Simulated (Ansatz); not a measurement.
# Molecular dynamics of glassy 91GeO2-6Al2O3-3Sc2O3 (mol %) (102 atoms)

Aim: follow glassy 91GeO2-6Al2O3-3Sc2O3 (mol %) (102 atoms) for a short time with forces from DFT, then look at structure and electrons in the last frame.

Program: Ansatz 0.2.0. Level of theory: Kohn-Sham DFT, PBE, PAW (set soft_2), plane waves. Results are calculated unless marked as measured.

**1. Set-up**

The cell holds 102 atoms: 29 Ge, 4 Al, 2 Sc and 67 O. Cell: a = 11.376 Å, b = 11.376 Å, c = 11.376 Å, α = 90.0°, β = 90.0°, γ = 90.0°. 102 atoms (29 Ge, 4 Al, 2 Sc, 67 O) placed at random at 3.62 g/cm³, melted at 4000 K for 10 ps at fixed volume with the Morse and Coulomb pair potential with partial charges (Pedone, Malavasi, Menziani, Cormack and Segre, J. Phys. Chem. B 110, 11780 (2006)). Quenched from 2500 K to 300 K at 50 K/ps and fixed volume, held 10 ps at zero pressure.

What the set-up can't give: The quench rate of 50 K/ps is many orders above laboratory rates, so the cell is likely richer in defects and strain than a real sample. The network of bonds at the start is that of the classical potential that made the cell, and needn't be the one that DFT or experiment would give. Only the Γ point is sampled, in a cell whose shortest periodic width is 11 Å.

**2. Single point at the start**

A single point comes first, to see the forces before anything moves.

Contents of input.yaml:

```yaml
crystal:
  lattice:
    - [11.37571, 0.0, 0.0]
    - [0.0, 11.37571, 0.0]
    - [0.0, 0.0, 11.37571]
  atoms:
    - { symbol: Ge, position: [0.34093, 0.95624, 0.92174] }
    - { symbol: Ge, position: [0.15472, 0.83314, 0.08995] }
    - { symbol: Ge, position: [0.16482, 0.7227, 0.60578] }
    - { symbol: Ge, position: [0.78186, 0.56571, 0.02488] }
    [... 92 atom lines left out ...]
    - { symbol: O, position: [0.22916, 0.46659, 0.03839] }
    - { symbol: O, position: [0.96195, 0.1023, 0.01655] }
    - { symbol: O, position: [0.87381, 0.0012, 0.62938] }
    - { symbol: O, position: [0.72856, 0.8736, 0.25502] }
    - { symbol: O, position: [0.14931, 0.09813, 0.61284] }
    - { symbol: O, position: [0.82693, 0.24245, 0.87625] }
kpoints:
  mp_grid: { grid: [1, 1, 1] }
hamiltonian:
  xc: pbe
scf:
  occupations: { method: gaussian, width: 0.025 }
output:
  forces: true
```

The run is started by

```
> ansatz run input.yaml --threads 4 --pin off --max-ram 8192MiB --backend cpu --events-out ev --progress --plain --runs-dir out
```

Elapsed: 22 s, on 4 threads of Intel Xeon Platinum 8175M at 2.50GHz (Skylake/Cascade Lake), shared host; peak memory 2.3 GiB.

The run gave:

- free energy: -168989.1093 eV
- free energy per atom: -1656.7560 eV/atom
- SCF cycles: 10
- r.m.s. force component: 1.305 eV/Å
- longest force: 4.686 eV/Å
- Fermi energy: 5.547 eV

The r.m.s. force component of 1.3 eV/Å sets the starting point.

Neighbours are counted within 2.17 Å (O-Ge), 2.38 Å (O-Al), 2.76 Å (O-Sc).

Length of the force by element and coordination:

| element | coordination | atoms | mean length of the force (eV/Å) | spread | least | most |
| --- | --- | --- | --- | --- | --- | --- |
| Al | all | 4 | 2.20 | 0.679 | 1.43 | 3.08 |
| Al | 4 | 3 | 2.46 | 0.590 | 1.67 | 3.08 |
| Al | 5 | 1 | 1.43 | 0 | 1.43 | 1.43 |
| Ge | all | 29 | 2.52 | 0.846 | 1.34 | 4.32 |
| Ge | 4 | 24 | 2.66 | 0.861 | 1.34 | 4.32 |
| Ge | 5 | 5 | 1.89 | 0.331 | 1.51 | 2.31 |
| O | all | 67 | 1.88 | 0.842 | 0.713 | 4.69 |
| O | 2 | 53 | 1.87 | 0.797 | 0.739 | 4.69 |
| O | 3 | 14 | 1.93 | 0.991 | 0.713 | 3.99 |
| Sc | all | 2 | 2.00 | 0.741 | 1.26 | 2.74 |

**3. Dynamics started at 300 K**

Without a thermostat the total energy must stay constant, which tests forces and time step. The time step is 1.0 fs.

input.yaml: that of step 2 with these lines changed.

```diff
@@ -15 +15,8 @@
   forces: true
+md:
+  timestep: 1.0
+  n_steps: 180
+  ensemble: nve
+  temperature: 300
+  initial_velocities: maxwell_boltzmann
+  seed: 9315
```

The job ended after 28 min (4 threads; peak memory 2.6 GiB).

The program notes that it switched symmetry off.

Rows from the run:

| time (fs) | T (K) | potential (meV/atom) | conserved (meV/atom) |
| --- | --- | --- | --- |
| 0.0 | 300 | 0.0 | 0.00 |
| 12.0 | 611 | -39.9 | -0.10 |
| 24.0 | 733 | -55.6 | -0.10 |
| 36.0 | 575 | -35.3 | -0.06 |
| 48.0 | 528 | -29.3 | -0.06 |
| 60.0 | 641 | -43.7 | -0.06 |
| 72.0 | 739 | -56.3 | -0.08 |
| 84.0 | 673 | -47.8 | -0.09 |
| 96.0 | 564 | -33.9 | -0.06 |
| 108.0 | 628 | -42.0 | -0.06 |
| 120.0 | 704 | -51.8 | -0.09 |
| 132.0 | 671 | -47.6 | -0.08 |
| 144.0 | 610 | -39.7 | -0.05 |
| 156.0 | 633 | -42.7 | -0.07 |
| 168.0 | 648 | -44.6 | -0.07 |
| 180.0 | 641 | -43.7 | -0.06 |

Mean square displacement from the first frame to the last: Ge 0.087 Å², Al 0.087 Å², Sc 0.049 Å², O 0.17 Å².

Mean square displacement against time lag:

| time lag (fs) | Al (Å²) | Ge (Å²) | O (Å²) | Sc (Å²) |
| --- | --- | --- | --- | --- |
| 1.0 | 5.9e-5 | 2.1e-5 | 9.9e-5 | 3.2e-5 |
| 8.0 | 0.00361 | 0.00131 | 0.00612 | 0.00204 |
| 12.0 | 0.00772 | 0.00288 | 0.0131 | 0.00454 |
| 19.0 | 0.0169 | 0.00674 | 0.0287 | 0.0109 |
| 26.0 | 0.0265 | 0.0115 | 0.0452 | 0.0189 |
| 34.0 | 0.0357 | 0.0173 | 0.0621 | 0.0287 |
| 38.0 | 0.0392 | 0.0202 | 0.0696 | 0.0334 |
| 45.0 | 0.0433 | 0.0249 | 0.0810 | 0.0408 |
| 52.0 | 0.0455 | 0.0292 | 0.0907 | 0.0468 |
| 56.0 | 0.0462 | 0.0316 | 0.0955 | 0.0496 |
| 64.0 | 0.0472 | 0.0359 | 0.103 | 0.0539 |
| 71.0 | 0.0480 | 0.0397 | 0.110 | 0.0560 |
| 78.0 | 0.0491 | 0.0436 | 0.116 | 0.0565 |
| 82.0 | 0.0500 | 0.0460 | 0.120 | 0.0559 |
| 90.0 | 0.0524 | 0.0509 | 0.130 | 0.0534 |

Over the second half of 180 fs the temperature averages 639 K with swings of 37 K r.m.s. The conserved energy stays within 0.11 meV/atom. From first frame to last O has the largest mean square displacement, 0.17 Å² at the end; the farthest move is 1.00 Å. The mean temperature of 639 K lies well off the 300 K of the input: without a thermostat, the energy that the start releases heats the cell. The run spans 0.18 ps, too short for its means to be equilibrium values.

**4. Structure statistics late in the run**

The g(r) is a mean over the second half; what follows it is taken at the last frame.

Bonds before and after, by the cutoffs listed below:

| pair | bonds before | bonds after | mean before (Å) | mean after (Å) | spread before (Å) | spread after (Å) |
| --- | --- | --- | --- | --- | --- | --- |
| O-Ge | 122 | 121 | 1.755 | 1.806 | 0.086 | 0.097 |
| O-Al | 17 | 17 | 1.811 | 1.831 | 0.117 | 0.118 |

Density 3.81 g/cm³, 14.43 Å³ an atom.

Mean of 14 frames. Pair distribution functions g(r), in bins of 0.2 Å:

| r (Å) | total | O-O | O-Ge | O-Al | O-Sc | Ge-Ge | Ge-Al |
| --- | --- | --- | --- | --- | --- | --- | --- |
| 1.60 | 0.36 | 0.00 | 0.81 | 1.12 | 0.00 | 0.00 | 0.00 |
| 1.80 | 3.85 | 0.00 | 9.12 | 7.86 | 1.00 | 0.00 | 0.00 |
| 2.00 | 0.60 | 0.00 | 1.08 | 2.21 | 3.25 | 0.00 | 0.00 |
| 2.20 | 0.18 | 0.04 | 0.18 | 0.00 | 3.68 | 0.00 | 0.00 |
| 2.40 | 0.25 | 0.42 | 0.08 | 0.00 | 1.47 | 0.00 | 0.00 |
| 2.60 | 0.55 | 1.15 | 0.06 | 0.16 | 0.58 | 0.00 | 0.10 |
| 2.80 | 1.34 | 2.88 | 0.13 | 0.20 | 0.56 | 0.10 | 0.78 |
| 3.00 | 1.35 | 2.60 | 0.26 | 0.28 | 0.35 | 0.79 | 1.93 |
| 3.20 | 1.08 | 1.31 | 0.46 | 0.21 | 0.12 | 2.88 | 3.61 |
| 3.40 | 0.87 | 0.66 | 0.65 | 1.05 | 0.52 | 2.28 | 2.91 |
| 3.60 | 0.77 | 0.55 | 0.81 | 1.17 | 0.53 | 0.95 | 0.85 |
| 3.80 | 0.90 | 0.66 | 1.23 | 1.23 | 0.68 | 0.52 | 0.45 |
| 4.00 | 1.00 | 0.64 | 1.50 | 1.22 | 1.27 | 0.42 | 0.42 |
| 4.20 | 1.06 | 0.60 | 1.64 | 1.40 | 1.42 | 0.80 | 0.58 |
| 4.40 | 1.15 | 0.78 | 1.65 | 1.48 | 1.18 | 0.88 | 0.72 |
| 4.60 | 1.17 | 0.89 | 1.55 | 1.48 | 1.53 | 1.04 | 0.55 |
| 4.80 | 1.03 | 1.06 | 0.90 | 1.10 | 1.71 | 1.27 | 1.00 |
| 5.00 | 1.04 | 1.27 | 0.74 | 0.52 | 1.18 | 1.31 | 1.49 |
| 5.20 | 0.95 | 1.29 | 0.63 | 0.61 | 0.65 | 1.15 | 0.51 |
| 5.40 | 1.04 | 1.35 | 0.65 | 0.74 | 0.96 | 1.32 | 1.21 |
| 5.60 | 1.04 | 1.23 | 0.85 | 0.73 | 0.79 | 1.22 | 0.88 |

Bonds by pair of elements; cutoffs follow the first minimum of g(r), held within bounds set by covalent radii, and pairs that aren't listed don't count as bonded:

| pair A-B | cutoff (Å) | bonds | mean length (Å) | spread (Å) | shortest (Å) | B about A | A about B |
| --- | --- | --- | --- | --- | --- | --- | --- |
| O-Ge | 2.27 | 121 | 1.81 | 0.097 | 1.63 | 1.81 | 4.17 |
| O-Al | 2.33 | 17 | 1.83 | 0.118 | 1.68 | 0.254 | 4.25 |
| O-Sc | 2.76 | 10 | 2.15 | 0.162 | 1.91 | 0.149 | 5 |

The cutoff for O-Sc falls short of the minimum of g(r), so counts run low and odd coordinations can be artefacts.

How many atoms have how many bonded neighbours:

| element | mean | 2 | 3 | 4 | 5 |
| --- | --- | --- | --- | --- | --- |
| Al | 4.25 | 0 | 0 | 3 | 1 |
| Ge | 4.17 | 0 | 0 | 24 | 5 |
| O | 2.21 | 53 | 14 | 0 | 0 |
| Sc | 5 | 0 | 0 | 0 | 2 |

Bond angles, per cent of each kind in bins of 5°:

| angle (°) | O-Ge-O | Ge-O-Ge | O-Al-O | Al-O-Ge | O-Sc-O |
| --- | --- | --- | --- | --- | --- |
| 60–65 | 0.0 | 0.0 | 0.0 | 0.0 | 5.0 |
| 65–70 | 0.0 | 0.0 | 0.0 | 0.0 | 5.0 |
| 70–75 | 1.6 | 0.0 | 0.0 | 0.0 | 5.0 |
| 75–80 | 1.0 | 0.0 | 7.1 | 0.0 | 5.0 |
| 80–85 | 5.1 | 0.0 | 7.1 | 0.0 | 0.0 |
| 85–90 | 5.1 | 1.8 | 0.0 | 0.0 | 15.0 |
| 90–95 | 6.2 | 1.8 | 3.6 | 8.7 | 20.0 |
| 95–100 | 7.7 | 0.0 | 10.7 | 4.3 | 0.0 |
| 100–105 | 13.9 | 3.6 | 10.7 | 8.7 | 0.0 |
| 105–110 | 16.5 | 0.0 | 17.9 | 4.3 | 0.0 |
| 110–115 | 17.0 | 5.5 | 14.3 | 4.3 | 0.0 |
| 115–120 | 7.7 | 5.5 | 7.1 | 8.7 | 15.0 |
| 120–125 | 5.1 | 10.9 | 10.7 | 17.4 | 5.0 |
| 125–130 | 6.2 | 18.2 | 0.0 | 8.7 | 5.0 |
| 130–135 | 3.1 | 12.7 | 0.0 | 8.7 | 5.0 |
| 135–140 | 0.5 | 5.5 | 7.1 | 13.0 | 5.0 |
| 140–145 | 0.0 | 14.5 | 3.6 | 0.0 | 0.0 |
| 145–150 | 0.5 | 3.6 | 0.0 | 0.0 | 5.0 |
| 150–155 | 0.0 | 5.5 | 0.0 | 4.3 | 0.0 |
| 155–160 | 1.6 | 1.8 | 0.0 | 0.0 | 0.0 |
| 160–165 | 0.0 | 5.5 | 0.0 | 4.3 | 0.0 |
| 165–170 | 0.5 | 1.8 | 0.0 | 0.0 | 5.0 |
| 170–175 | 0.5 | 1.8 | 0.0 | 4.3 | 0.0 |

Bond angles (no mean is given where the spread exceeds 20°):

| angle | count | mean (°) | spread (°) |
| --- | --- | --- | --- |
| O-Ge-O | 194 | 108 | 16.2 |
| Ge-O-Ge | 55 | 133 | 17.4 |
| O-Al-O | 28 | 108 | 16.4 |
| Al-O-Ge | 23 | 124 | 19.6 |
| O-Sc-O | 20 | - | - |

Oxygen atoms by the number of network formers (Si, P, Ge, B, Al, As, Ga) bound to them:

| network formers bound to O | O atoms | per cent |
| --- | --- | --- |
| 0 | 0 | 0 |
| 1 | 3 | 4.5 |
| 2 | 57 | 85.1 |
| 3 | 7 | 10.4 |

Network units: each former by its oxygen neighbours and how many of them bridge to another former:

| former | O neighbours | bridging O | atoms |
| --- | --- | --- | --- |
| Ge | 4 | 3 | 3 |
| Ge | 4 | 4 | 21 |
| Ge | 5 | 5 | 5 |
| Al | 4 | 4 | 3 |
| Al | 5 | 5 | 1 |

Bond length by coordination (bonds to H left out):

| element | coordination | atoms | mean bond length (Å) |
| --- | --- | --- | --- |
| Al | 4 | 3 | 1.82 |
| Al | 5 | 1 | 1.85 |
| Ge | 4 | 24 | 1.78 |
| Ge | 5 | 5 | 1.91 |
| O | 2 | 53 | 1.78 |
| O | 3 | 14 | 1.96 |

Rings of the network by King's shortest-path rule, up to 12 atoms, one path for each pair of neighbours; H, halogens, alkali and alkaline-earth atoms are left out, and the last column divides by all other atoms, bonded or not:

| ring size (atoms) | rings | per network atom |
| --- | --- | --- |
| 4 | 6 | 0.059 |
| 6 | 6 | 0.059 |
| 8 | 13 | 0.127 |
| 10 | 32 | 0.314 |
| 12 | 38 | 0.373 |

For some of the pairs, g(r) has its first main peak near 2.9 Å (O-O), 1.8 Å (O-Ge), 1.8 Å (O-Al), 2.2 Å (O-Sc), 3.2 Å (Ge-Ge) and 3.2 Å (Ge-Al). The O-Ge-O angle averages 108° with a spread of 16°. Counting bonds to Ge and Al alone, not to Sc, 85 % of the oxygens join two of these atoms and 4 % one; 10 % join three. The commonest Ge unit has 4 oxygens, 4 of them shared with other formers (21 of 29 atoms). Rings of 12 atoms are the most common (40 % of those counted); sizes run from 4 to 12, where the search stops.

**5. Single point at the last frame**

The last frame is solved again with fuller output, to read the electronic structure of a thermally displaced geometry.

Contents of input.yaml:

```yaml
crystal:
  lattice:
    - [11.37571, 0.0, 0.0]
    - [0.0, 11.37571, 0.0]
    - [0.0, 0.0, 11.37571]
  atoms:
    - { symbol: Ge, position: [0.33705, 0.95558, 0.92526] }
    - { symbol: Ge, position: [0.13988, 0.8163, 0.09487] }
    - { symbol: Ge, position: [0.17206, 0.72917, 0.6079] }
    - { symbol: Ge, position: [0.76996, 0.55651, 0.01834] }
    [... 92 atom lines left out ...]
    - { symbol: O, position: [0.24967, 0.46373, 0.01844] }
    - { symbol: O, position: [0.95515, 0.10489, 0.03894] }
    - { symbol: O, position: [0.89284, 0.03387, 0.61757] }
    - { symbol: O, position: [0.7317, 0.86506, 0.2599] }
    - { symbol: O, position: [0.14708, 0.08226, 0.61425] }
    - { symbol: O, position: [0.81563, 0.22265, 0.8814] }
kpoints:
  mp_grid: { grid: [1, 1, 1] }
hamiltonian:
  xc: pbe
scf:
  occupations: { method: gaussian, width: 0.025 }
output:
  forces: true
  stress: true
  populations: true
  dos:
    method: { smearing: { sigma: 0.1 } }
    de: 0.1
    projected: { site_lists: { Al: [Al], Ge: [Ge], O: [O], Sc: [Sc] } }
  eigenvalues: true
  write_density: true
  write_potential: true
  volumetric_format: npy
```

Run time: 24 s. Hardware: 4 threads; peak memory 2.4 GiB.

Read from the output:

* free energy: -168993.5636 eV
* free energy per atom: -1656.7996 eV/atom
* SCF cycles: 10
* pressure: -0.002667 GPa
* r.m.s. force component: 1.095 eV/Å
* longest force: 5.226 eV/Å
* Fermi energy: 5.056 eV
* gap (highest filled to lowest empty level): 1.589 eV
* spilling of the projection: 0.005177

Length of the force by element:

| element | coordination | atoms | mean length of the force (eV/Å) | spread | least | most |
| --- | --- | --- | --- | --- | --- | --- |
| Al | all | 4 | 1.76 | 0.476 | 1.14 | 2.32 |
| Ge | all | 29 | 2.16 | 0.793 | 0.905 | 4.60 |
| O | all | 67 | 1.42 | 0.933 | 0.189 | 5.23 |
| Sc | all | 2 | 1.75 | 0.289 | 1.46 | 2.04 |

Löwdin charges by element (they lack the spilled electrons, 0.043 e an atom on average):

| element | coordination | atoms | mean charge (e) | spread | least | most |
| --- | --- | --- | --- | --- | --- | --- |
| Al | all | 4 | 1.34 | 0.0232 | 1.30 | 1.37 |
| Ge | all | 29 | 1.56 | 0.0413 | 1.49 | 1.64 |
| O | all | 67 | -0.731 | 0.0323 | -0.815 | -0.669 |
| Sc | all | 2 | 1.37 | 0.0077 | 1.37 | 1.38 |

States in the cell by windows of 1 eV, zero at the Fermi level; the larger projections on atomic orbitals stand beside the total:

| from (eV) | to (eV) | total | O p | Ge p | Ge s | O s |
| --- | --- | --- | --- | --- | --- | --- |
| -18 | -17 | 41.8 | 0.4 | 5.1 | 0.6 | 33.2 |
| -17 | -16 | 4.6 | 0.0 | 0.3 | 0.1 | 3.8 |
| -16 | -11 | 0.0 | 0.0 | 0.0 | 0.0 | 0.0 |
| -11 | -10 | 10.0 | 5.6 | 0.3 | 3.5 | 0.5 |
| -10 | -9 | 15.0 | 8.4 | 0.7 | 4.7 | 1.0 |
| -9 | -8 | 17.5 | 10.3 | 1.3 | 4.2 | 1.3 |
| -8 | -7 | 14.3 | 9.1 | 1.5 | 2.3 | 0.9 |
| -7 | -6 | 34.0 | 24.8 | 6.6 | 0.7 | 0.6 |
| -6 | -5 | 38.7 | 29.1 | 6.7 | 0.5 | 0.9 |
| -5 | -4 | 49.0 | 39.2 | 5.5 | 0.5 | 1.9 |
| -4 | -3 | 67.7 | 60.2 | 3.4 | 0.4 | 1.6 |
| -3 | -2 | 93.9 | 88.3 | 1.8 | 0.3 | 1.0 |
| -2 | -1 | 57.1 | 54.7 | 0.7 | 0.1 | 0.4 |
| -1 | 0 | 4.9 | 4.7 | 0.1 | 0.0 | 0.0 |
| 0 | 1 | 2.0 | 0.5 | 0.1 | 0.9 | 0.4 |
| 1 | 2 | 3.2 | 1.0 | 0.3 | 1.3 | 0.4 |
| 2 | 3 | 16.4 | 4.0 | 1.6 | 5.4 | 1.9 |
| 3 | 4 | 26.7 | 5.8 | 2.8 | 6.0 | 2.0 |
| 4 | 5 | 19.0 | 4.7 | 3.9 | 4.8 | 1.7 |

Between -26 and -18 eV lie 378 more states.

The levels nearest the highest filled one (over half full), pooled over k-points and spins:

| level less the highest filled one (eV) | occupation |
| --- | --- |
| -0.464 | 2 |
| -0.425 | 2 |
| -0.333 | 2 |
| -0.281 | 2 |
| -0.073 | 2 |
| 0 | 2 |
| 1.59 | 0 |
| 2.57 | 0 |
| 2.74 | 0 |
| 3.08 | 0 |
| 3.28 | 0 |
| 3.40 | 0 |

Mean Löwdin charges: Al +1.34, Ge +1.56, O -0.73, Sc +1.37 e (they miss 0.52 % of the electrons, so they add up to more than the cell's charge). The largest share in the top eV of filled states is O p (97 % of the projected weight), and in the lowest eV of empty states Ge s (45 % of the projected weight).

**6. Summary of results**

```json
{
 "mean temperature, second half": "638.6 K",
 "temperature swing, second half": "37.34 K",
 "slope of the conserved energy against time, by least squares": "0.0076 meV/atom/ps",
 "free energy per atom": "-1656.7996 eV/atom",
 "pressure": "-0.002667 GPa",
 "r.m.s. force component": "1.095 eV/Å",
 "gap (highest filled to lowest empty level)": "1.589 eV",
 "wall time of the 3 DFT runs": "28 min"
}
```

What this shows: Over the second half of 180 fs the temperature averages 639 K with swings of 37 K r.m.s. The conserved energy stays within 0.11 meV/atom. The mean temperature of 639 K lies well off the 300 K of the input: without a thermostat, the energy that the start releases heats the cell. The run spans 0.18 ps, too short for its means to be equilibrium values. Counting bonds to Ge and Al alone, not to Sc, 85 % of the oxygens join two of these atoms and 4 % one; 10 % join three. Between filled and empty levels lie 1.59 eV (at Γ alone); a semilocal functional tends to put such gaps too low. In a disordered cell it changes from sample to sample, and tail or defect levels can set it.

What to keep in mind: The pressure of a single frame lacks the kinetic term, about 0.61 GPa here.

[Logs are printed without paths, hosts, clocks, repeated set-up lines and the standing remarks that a program may print on its own settings, such as how far it seeks lower states.]

[Hosts, paths, dates, database ids (printed as entryN), source tags and the programs' standing remarks are cut or masked in the printed files.]
